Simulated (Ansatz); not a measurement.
# Current against voltage: S, between Ir atomic chains, part 3 of 3

Aim: the current at finite bias, with the potential solved under it.

Ansatz 0.2.0; DFT PBE, plane waves, PAW; relaxation of a junction, electrodes held but for their tips (the session's first sound run).

So far. Step 2 (Relaxing the junction): The largest force component on a free atom ends at 0.035 eV/Å, under the limit of 0.07. The apex atoms end 4.43 Å apart, and their nearest bridge atoms lie at 2.22 Å (Ir–S) and 2.22 Å (Ir–S).

**3. The sweep under bias (continued)**

Level of this step: DFT PBE, plane waves, PAW; current against voltage, self-consistent under bias (Ansatz).

The electron density less that at 0 V, planar mean (0.3 V) oscillates, so the rows of the table below give means over windows of 5 Å about each position, cut where the curve ends. Its first 14 maxima inside the range that stand out by 2 % of the span (Å: e/Å³): -0.2: 1.0e-4, 2.4: 7.7e-5, 4.7: 1.8e-4, 7.0: 3.6e-4, 9.2: 5.5e-4, 11.5: 7.3e-4, 12.5: -1.2e-4, 13.8: 8.3e-4, 15.0: -1.2e-4, 16.0: 8.0e-4, 17.3: -1.6e-4, 18.3: 8.0e-4, 19.6: -7.5e-5, 20.5: 9.2e-4. Its first 14 minima: 1.8: -2.5e-5, 4.0: -4.3e-5, 6.3: -1.1e-4, 8.6: -1.7e-4, 10.8: -2.2e-4, 12.1: -2.0e-4, 13.1: -2.5e-4, 14.4: -2.6e-4, 15.7: -2.6e-4, 16.7: -2.7e-4, 18.0: -3.3e-4, 18.9: -3.3e-4, 20.2: -5.5e-4, 21.2: -5.0e-4.

Table of electron density less that at 0 V, planar mean by z; means over each step:

| z (Å) | 0.3 V (e/Å³) | 0.6 V (e/Å³) | 1 V (e/Å³) | 1.5 V (e/Å³) |
| --- | --- | --- | --- | --- |
| -5 | 1.1e-6 | 2.5e-6 | 4.8e-6 | 7.4e-6 |
| 0 | 2.7e-5 | 5.4e-5 | 8.9e-5 | 1.3e-4 |
| 5 | 1.0e-5 | 2.1e-5 | 3.6e-5 | 5.3e-5 |
| 10 | -3.8e-6 | -5.8e-6 | -8.5e-6 | -1.5e-5 |
| 15 | -1.7e-5 | -3.6e-5 | -6.0e-5 | -8.8e-5 |
| 20 | -1.6e-5 | -3.9e-5 | -7.6e-5 | -1.3e-4 |
| 25 | 1.1e-5 | 3.1e-5 | 6.2e-5 | 1.2e-4 |
| 30 | 5.1e-5 | 9.7e-5 | 1.6e-4 | 2.3e-4 |
| 35 | -1.6e-5 | -2.4e-5 | -2.6e-5 | -8.2e-6 |
| 40 | 4.9e-5 | 9.4e-5 | 1.5e-4 | 2.2e-4 |
| 45 | -6.5e-5 | -1.3e-4 | -2.1e-4 | -3.1e-4 |
| 50 | 2.2e-5 | 3.8e-5 | 4.8e-5 | 5.3e-5 |
| 55 | -1.7e-5 | -2.9e-5 | -3.8e-5 | -5.8e-5 |
| 60 | -4.2e-5 | -8.3e-5 | -1.3e-4 | -1.7e-4 |
| 65 | 1.8e-5 | 3.1e-5 | 3.6e-5 | 2.7e-5 |
| 70 | 1.6e-5 | 3.0e-5 | 5.1e-5 | 7.8e-5 |
| 75 | 3.2e-6 | 8.6e-6 | 1.9e-5 | 2.7e-5 |
| 80 | -5.6e-6 | -1.2e-5 | -2.3e-5 | -3.4e-5 |
| 85 | -2.6e-5 | -5.1e-5 | -8.5e-5 | -1.3e-4 |

By hand: at 1.5 V the window reaches from -0.75 to 0.75 eV, and the mean transmission a spin over it is 2.47. With sharp Fermi edges I = G0 × V × T̄ = 77.48 μS × 1.5 V × 2.47 = 287 μA, against 287 μA from the program at 300 K.

The zero-bias conductance is 2.57 G₀; current over voltage goes 2.59 at +0.3 V, 2.60 at +0.6 V, 2.57 at +1 V and 2.47 at +1.5 V in the same unit. The leads' misfit reaches 142 meV.

**4. Current against voltage**

This step: DFT PBE, plane waves, PAW; current against voltage, self-consistent under bias; changed: magnetization = {"spin_polarized": true, "spin_orbit": true}, hamiltonian.pseudopotentials = {"kind": "nc"}, scf.max_iter = 100 (Ansatz 0.2.0).

The input of the bias sweep is made doubtful on purpose.

File input.yaml:

```yaml
crystal:
  lattice:
    - [6.0, 0.0, 0.0]
    - [0.0, 6.0, 0.0]
    - [0.0, 0.0, 96.9232]
  atoms:
    - { symbol: Ir, position: [0.5, 0.5, 0.0], spin: 1.0 }
    - { symbol: Ir, position: [0.5, 0.5, 0.023730129], spin: 1.0 }
    - { symbol: Ir, position: [0.5, 0.5, 0.047460257], spin: 1.0 }
    - { symbol: Ir, position: [0.5, 0.5, 0.071190386], spin: 1.0 }
    - { symbol: Ir, position: [0.5, 0.5, 0.094920514], spin: 1.0 }
    - { symbol: Ir, position: [0.5, 0.5, 0.118650643], spin: 1.0 }
    - { symbol: Ir, position: [0.5, 0.5, 0.142380772], spin: 1.0 }
    - { symbol: Ir, position: [0.5, 0.5, 0.1661109], spin: 1.0 }
    - { symbol: Ir, position: [0.5, 0.5, 0.189841029], spin: 1.0 }
    - { symbol: Ir, position: [0.5, 0.5, 0.213571157], spin: 1.0 }
    - { symbol: Ir, position: [0.5, 0.5, 0.237301286], spin: 1.0 }
    - { symbol: Ir, position: [0.5, 0.5, 0.261031415], spin: 1.0 }
    - { symbol: Ir, position: [0.5, 0.5, 0.284761543], spin: 1.0 }
    - { symbol: Ir, position: [0.5, 0.5, 0.308491672], spin: 1.0 }
    - { symbol: Ir, position: [0.5, 0.5, 0.3322218], spin: 1.0 }
    - { symbol: Ir, position: [0.5, 0.5, 0.355951929], spin: 1.0 }
    - { symbol: Ir, position: [0.5, 0.5, 0.3806452815], spin: 0.73 }
    - { symbol: Ir, position: [0.5, 0.5, 0.4049133044], spin: 0.58 }
    - { symbol: S, position: [0.5, 0.5, 0.4277778695] }
    - { symbol: Ir, position: [0.5, 0.5, 0.4506424346], spin: 0.58 }
    - { symbol: Ir, position: [0.5, 0.5, 0.4749104575], spin: 0.73 }
    - { symbol: Ir, position: [0.5, 0.5, 0.49960381], spin: 1.0 }
    - { symbol: Ir, position: [0.5, 0.5, 0.523333939], spin: 1.0 }
    - { symbol: Ir, position: [0.5, 0.5, 0.547064067], spin: 1.0 }
    - { symbol: Ir, position: [0.5, 0.5, 0.570794196], spin: 1.0 }
    - { symbol: Ir, position: [0.5, 0.5, 0.594524324], spin: 1.0 }
    - { symbol: Ir, position: [0.5, 0.5, 0.618254453], spin: 1.0 }
    - { symbol: Ir, position: [0.5, 0.5, 0.641984582], spin: 1.0 }
    - { symbol: Ir, position: [0.5, 0.5, 0.66571471], spin: 1.0 }
    - { symbol: Ir, position: [0.5, 0.5, 0.689444839], spin: 1.0 }
    - { symbol: Ir, position: [0.5, 0.5, 0.713174967], spin: 1.0 }
    - { symbol: Ir, position: [0.5, 0.5, 0.736905096], spin: 1.0 }
    - { symbol: Ir, position: [0.5, 0.5, 0.760635225], spin: 1.0 }
    - { symbol: Ir, position: [0.5, 0.5, 0.784365353], spin: 1.0 }
    - { symbol: Ir, position: [0.5, 0.5, 0.808095482], spin: 1.0 }
    - { symbol: Ir, position: [0.5, 0.5, 0.83182561], spin: 1.0 }
    - { symbol: Ir, position: [0.5, 0.5, 0.855555739], spin: 1.0 }
magnetization:
  spin_polarized: true
  spin_orbit: true
kpoints:
  mp_grid: { grid: [1, 1, 1] }
scf:
  occupations: { method: fermi_dirac, width: 0.1 }
  max_iter: 100
hamiltonian:
  xc: pbe
  pseudopotentials: { kind: nc }
output:
  current_voltage:
    leads: [[11, 12], [24, 25]]
    bias: [0.3, 0.6, 1.0, 1.5]
    electrode_ends: [17, 19]
    kmesh: [1, 1]
  write_potential: true
  write_density: true
  volumetric_format: npy
basis:
  ecutwfc: "340 eV"
```

The run is started by

```console
ansatz run input.yaml --threads 4 --pin off --max-ram 16384MiB --backend cpu --events-out ev --progress --plain --runs-dir out
```

Numbers of over 12 decimals in the logs are rounded to 6 here.

Log:

```text
Error: 2 input errors — fix all and re-run
  1. inconsistent input (magnetization.spin_orbit, magnetization.noncollinear): true requires noncollinear: true — spin–orbit coupling acts on 2-spinor wavefunctions; set both flags
  2. inconsistent input (magnetization.spin_orbit, hamiltonian.pseudopotentials.kind): true requires a fully-relativistic hamiltonian.pseudopotentials.kind (nc_fr or paw_fr), or kind: all_electron without datasets and azcp, which then solves Dirac's equation on LAPW. paw_fr resolves this project's PAW files (source: ansatz) by j as it reads them
```

The job ended after 0.02 s (4 threads of Intel Xeon Platinum 8375C at 2.90GHz (Ice Lake), shared host; peak memory 0.044 GiB).

The input was rejected at the start.

The program's message: “Error: 2 input errors — fix all and re-run”

The change that led to it: magnetization and hamiltonian.pseudopotentials = {"kind": "nc"}.

**5. What came out**

| Quantity | Value |
| --- | --- |
| conductance at zero bias | 2.57 G₀ |
| current at +0.3 V | 60.2 μA |
| current at +0.6 V | 121 μA |
| current at +1 V | 199 μA |
| current at +1.5 V | 287 μA |

The junction conducts 2.57 G₀ at zero bias and carries 287 μA at 1.50 V. At 1.50 V the current is 0.96 times what the zero-bias conductance would give; over all biases of the sweep that ratio lies between 0.96 and 1.0, so the junction is nearly ohmic. Of the 1.50 V, 1.17 V drops at the junction and the rest at the reservoirs. The leads' misfit reaches 142 meV, above the few hundredths of an eV that the manual allows, so the currents are rough. A wire screens slowly, so the current depends on the leads' length and the box width; neither was converged here. Transport is coherent and elastic here: the atoms are frozen, so scattering by vibrations plays no part. Spin-orbit coupling is left out, which matters for the bands of heavy atoms. No search over magnetic orders was made; another may lie lower. A cutoff under the files' recommended one was taken to save time; its effect on T(E) was not tested here.

[Logs are printed without paths, hosts, clocks, repeated set-up lines and the standing remarks that a program may print on its own settings, such as how far it seeks lower states.]

[Hosts, paths, dates, database ids (printed as entryN), source tags and the programs' standing remarks are cut or masked in the printed files.]
